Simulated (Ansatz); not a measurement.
**BiN (hypothetical, Fm-3m): thermal expansion from first principles**

Wanted: α(T), C_P(T) and B(T) of BiN (hypothetical) in the quasi-harmonic approximation. The crystal structure is hypothetical: it was made by swapping elements on a known structure type.

Main program and level: Ansatz 0.2.0; DFT PBEsol, scalar-relativistic, plane waves, PAW.

**1. Starting point**

Symmetry: R-3m, No. 166, trigonal system. The conventional cell has a = 3.822 Å, b = 3.822 Å, c = 10.290 Å, α = 90.00°, β = 90.00°, γ = 120.00°. Bi has 6 N at 2.79 Å nearest. N has 6 Bi at 2.79 Å nearest. Farther neighbours and most contacts between anions are not listed.

**2. A first coarse run**

A cheap single point shows whether the cell is a metal or an insulator and how far it is from rest; that sets the k-mesh and the occupations of what follows.

Input file input.yaml:

```yaml
crystal:
  lattice:
    - [1.91123, 1.10345, 3.43012]
    - [-1.91123, 1.10345, 3.43012]
    - [0.0, -2.20689, 3.43012]
  atoms:
    - { symbol: Bi, position: [0.5, 0.5, 0.5] }
    - { symbol: "N", position: [0.0, 0.0, 0.0] }
kpoints:
  mp_grid: { grid: [6, 6, 6] }
hamiltonian:
  xc: pbesol
scf:
  occupations: { method: gaussian, width: 0.1 }
output:
  forces: true
  stress: true
  eigenvalues: true
```

Command:

```
> ansatz run input.yaml --threads 4 --pin off --max-ram 8192MiB --backend cpu --events-out ev --progress --plain --runs-dir out
```

Then come: A loose first relaxation; relaxation; A second relaxation; tight relaxation; phonons on strained cells, q-mesh 2×2×2; the quasi-harmonic study, q-mesh 4×4×4; phonons of the refused cell.

What does the calculation give for the lowest frequency at the solved wavevectors?

The relaxation moved the crystal from R-3m to Fm-3m; the results are of the latter. With imaginary harmonic modes at the relaxed cell the quasi-harmonic free energy is undefined, so no expansion is obtained for this phase at this level. The softest solved mode is 204i cm⁻¹ at q = (0, 0, 0), and 5 of 8 solved wavevectors carry a mode beyond 8i cm⁻¹.

| Property | Result |
| --- | --- |
| lowest frequency at the solved wavevectors | -204 cm⁻¹ |

The program warned that a few bands missed the eigensolver's threshold in at least one of the runs. The PAW files were made for PBE and are used here under another functional, for which the program regenerates the frozen cores.

[Logs are printed without paths, hosts, clocks, repeated set-up lines and the standing remarks that a program may print on its own settings, such as how far it seeks lower states.]

[Hosts, paths, dates, database ids (printed as entryN), source tags and the programs' standing remarks are cut or masked in the printed files.]

[A step with changed settings may run another functional than the one named; its input shows which.]
